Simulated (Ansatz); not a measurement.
# GaP (F-43m): spin-orbit coupling beyond the local functionals

Aim: the spin-orbit change of the gap of GaP (F-43m).

Main program and level: Ansatz 0.2.0; density functionals with and without spin-orbit coupling, plane waves, PAW.

**The experiments to reproduce.**

- Gap 2.25 ± 0.04 eV: optical gap from Tauc plot (fundamental, indirect); spectroscopic ellipsometry, Tauc-Lorentz fit and Tauc plot; 300 K; film (GaP layer on Si reference sample) on Si (“Assessment of GaPSb/Si tandem material association properties for photoelectrochemical cells”, 2020, arxiv:2002.02774).

Most raw output is cut from this account.

**1. Starting point**

It takes space group F-43m (No. 216, cubic). Conventional cell: a = 5.451 Å, b = 5.451 Å, c = 5.451 Å, α = 90.00°, β = 90.00°, γ = 90.00°. Nearest to Ga lie 4 P at 2.36 Å. Nearest to P lie 4 Ga at 2.36 Å. Farther neighbours are not listed.

As a file:

```cif
data_structure
_symmetry_space_group_name_H-M 'P 1'
_symmetry_Int_Tables_number 1
_cell_length_a 3.8541
_cell_length_b 3.8541
_cell_length_c 3.8541
_cell_angle_alpha 60.000
_cell_angle_beta 60.000
_cell_angle_gamma 60.000
_cell_volume 40.48
loop_
_atom_site_label
_atom_site_type_symbol
_atom_site_fract_x
_atom_site_fract_y
_atom_site_fract_z
_atom_site_occupancy
Ga1 Ga 0.00000 0.00000 0.00000 1
P2 P 0.25000 0.25000 0.25000 1
```

The cell and positions come from the Crystallography Open Database and are kept as given unless a step says otherwise. The default PAW set here is soft_2. Its files were made with PBE.

**2. HSE06, 4×4×4 mesh**

This step: DFT, HSE06, plane waves, PAW.

Contents of input.yaml:

```yaml
crystal:
  lattice:
    - [0.0, 2.72525, 2.72525]
    - [2.72525, 0.0, 2.72525]
    - [2.72525, 2.72525, 0.0]
  atoms:
    - { symbol: Ga, position: [0.0, 0.0, 0.0] }
    - { symbol: P, position: [0.25, 0.25, 0.25] }
kpoints:
  mp_grid: { grid: [4, 4, 4] }
  band_path:
    path:
      - [0.0, 0.0, 0.0]
      - [-0.5, -0.5, 0.0]
      - [-0.375, -0.375, 0.25]
      - [-0.375, 0.0, 0.375]
      - [0.0, 0.0, 0.5]
      - [-0.5, -0.25, 0.25]
      - [-0.45, -0.45, 0.0]
    npoints: 1
hamiltonian:
  xc: hse06
scf:
  occupations: { method: fixed }
  n_extra_bands: 4
output:
  eigenvalues: true
  write_density: true
  write_potential: true
  elf: true
  volumetric_format: npy
```

On the command line:

```sh
$ ansatz run input.yaml --threads 2 --pin off --max-ram 92160MiB --backend cuda --events-out ev --progress --plain --runs-dir out --devices 1 --max-vram 13GiB  # rebuilt from the run's record
```

Wall time 6.2 s (1 × NVIDIA H100 80GB HBM3 (shared by 6 runs) with 2 threads of AMD EPYC 7R13 (Zen 3), shared host); peak memory 1 GiB.

Numbers from this step:

```
gap                     : 2.277 eV
valence top at          : Γ
conduction bottom at    : k = (-0.450, -0.450, 0.000)
least direct gap        : 2.843 eV
exact-exchange fraction : 0.25
```

The gap is indirect, with the least direct gap 0.57 eV higher.

**3. HSE06+SOC, 4×4×4 mesh**

The many-body steps leave out spin-orbit coupling, so its effect is taken from a two-component run, with twice the bands.

This step: DFT, HSE06 with spin-orbit coupling, plane waves, PAW.

Changes to input.yaml since step 2:

```diff
@@ -24,8 +24,7 @@
   occupations: { method: fixed }
-  n_extra_bands: 4
+  n_extra_bands: 8
+magnetization:
+  noncollinear: true
+  spin_orbit: true
 output:
   eigenvalues: true
-  write_density: true
-  write_potential: true
-  elf: true
-  volumetric_format: npy
```

Run time: 17 s. Hardware: 1 × NVIDIA H100 80GB HBM3 (shared by 6 runs) with 2 threads; peak memory 1.1 GiB.

This step gave:

- gap: 2.246 eV
- valence top at: Γ
- conduction bottom at: k = (-0.450, -0.450, 0.000)
- least direct gap: 2.811 eV
- exact-exchange fraction: 0.25

The gap stands −0.03 eV against HSE06.

**4. Together**

Times are wall times on 1 × NVIDIA H100 80GB HBM3 (shared by 6 runs) with 2 threads of AMD EPYC 7R13 (Zen 3), shared host, good to a factor of about two.

```csv
level,gap (eV),with coupling (eV),change (eV),time,with coupling
HSE06,2.28,2.25,−0.03,6.2 s,17 s
```

**5. What came out**

* HSE06: 2.28 eV
* HSE06+SOC: 2.25 eV

Spin-orbit coupling changes the gap by −0.03 eV and the least direct gap by −0.03 eV. Against experiment, by HSE06+SOC: the gap of 2.25 eV lies −0.004 eV from the measured 2.25 ± 0.04 eV (indirect, 300 K, on Si, 2020). The lattice is static and excitons are left out.

[Paths, hosts, dates, memory and timing lines, banners, echoed tables and standing remarks are left out of the program output.]

[Logs are printed without paths, hosts, clocks, repeated set-up lines and the standing remarks that a program may print on its own settings, such as how far it seeks lower states.]

[Runs of the session that timed out or met a known fault of the program may be left out.]

[Cells called generated may have been cut or substituted from an entry of the Crystallography Open Database or the Materials Project.]

[Hosts, paths, dates, database ids (printed as entryN), source tags and the programs' standing remarks are cut or masked in the printed files.]
